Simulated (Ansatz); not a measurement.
# RbSe4F (built on the sites of a database entry of RbClO4): phonons and vibrational spectra

Aim: the phonons of RbSe4F (built on the sites of a database entry of RbClO4) at a cell relaxed beforehand at this level.

Method: DFT LDA, scalar-relativistic, plane waves, norm-conserving pseudopotentials, in Ansatz 0.2.0.

The structure was built from a prototype and need not be the compound's stable phase.

It takes space group F-43m (No. 216, cubic). The conventional cell has a = 8.956 Å, b = 8.956 Å, c = 8.956 Å, α = 90.00°, β = 90.00°, γ = 90.00°. Nearest to Rb lie 12 Se at 3.67 Å. Nearest to F lie 4 Se at 2.22 Å. Nearest to Se lie 1 F at 2.22 Å and 3 Se at 2.71 Å and 3 Rb at 3.67 Å. Farther neighbours and most contacts between anions are not listed.

```yaml
space_group_within_0p01_a: F-43m
volume_per_atom: 29.9 Å³
electronic_character: no gap on this mesh
highest_optical_mode_at_the_zone_centre_no_lo_to_term: 269 cm⁻¹
lowest_optical_zone_centre_mode: -133 cm⁻¹
imaginary_modes_at_gamma_the_only_wavevector_solved: yes
```

What this shows: A zone-centre mode is imaginary (132.8i cm⁻¹), so this structure is not a minimum of the energy. The optical modes at Γ span -133 to 269 cm⁻¹ (negative means imaginary). No dispersion was computed. The highest mode in this list at Γ, 268.9 cm⁻¹, is mostly motion of Se (100 % of the kinetic energy). With no gap, or one that is small against the smearing, the frequencies hang on the k mesh and the smearing, most of all near Kohn anomalies. The starting cell was built on a prototype and not taken from a measurement, so the phase need not exist. These are harmonic frequencies at zero temperature: anharmonic shifts, linewidths and thermal expansion are left out.

**Question.** Which input and command would start the first run of this session?

One input that does so (others would too):

input.yaml reads:

```yaml
crystal:
  lattice:
    - [0.0, 4.4778237089, 4.4778237089]
    - [4.4778237089, 0.0, 4.4778237089]
    - [4.4778237089, 4.4778237089, 0.0]
  atoms:
    - { symbol: Rb, position: [0.5, 0.5, 0.5] }
    - { symbol: F, position: [0.0, 0.0, 0.0] }
    - { symbol: Se, position: [0.1431048228, 0.1431048228, 0.1431048228] }
    - { symbol: Se, position: [0.5706855315, 0.1431048228, 0.1431048228] }
    - { symbol: Se, position: [0.1431048228, 0.1431048228, 0.5706855315] }
    - { symbol: Se, position: [0.1431048228, 0.5706855315, 0.1431048228] }
kpoints:
  mp_grid: { grid: [8, 8, 8] }
hamiltonian:
  xc: lda
  pseudopotentials: { kind: nc }
scf:
  occupations: { method: methfessel_paxton, width: 0.2 }
output:
  eigenvalues: true
phonons:
  method: dfpt
```

On the command line:

```sh
$ ansatz run input.yaml --threads 4 --pin off --max-ram 14336MiB --backend cpu --events-out ev --progress --plain --runs-dir out
```

[Logs are printed without paths, hosts, clocks, repeated set-up lines and the standing remarks that a program may print on its own settings, such as how far it seeks lower states.]

[Hosts, paths, dates, database ids (printed as entryN), source tags and the programs' standing remarks are cut or masked in the printed files.]
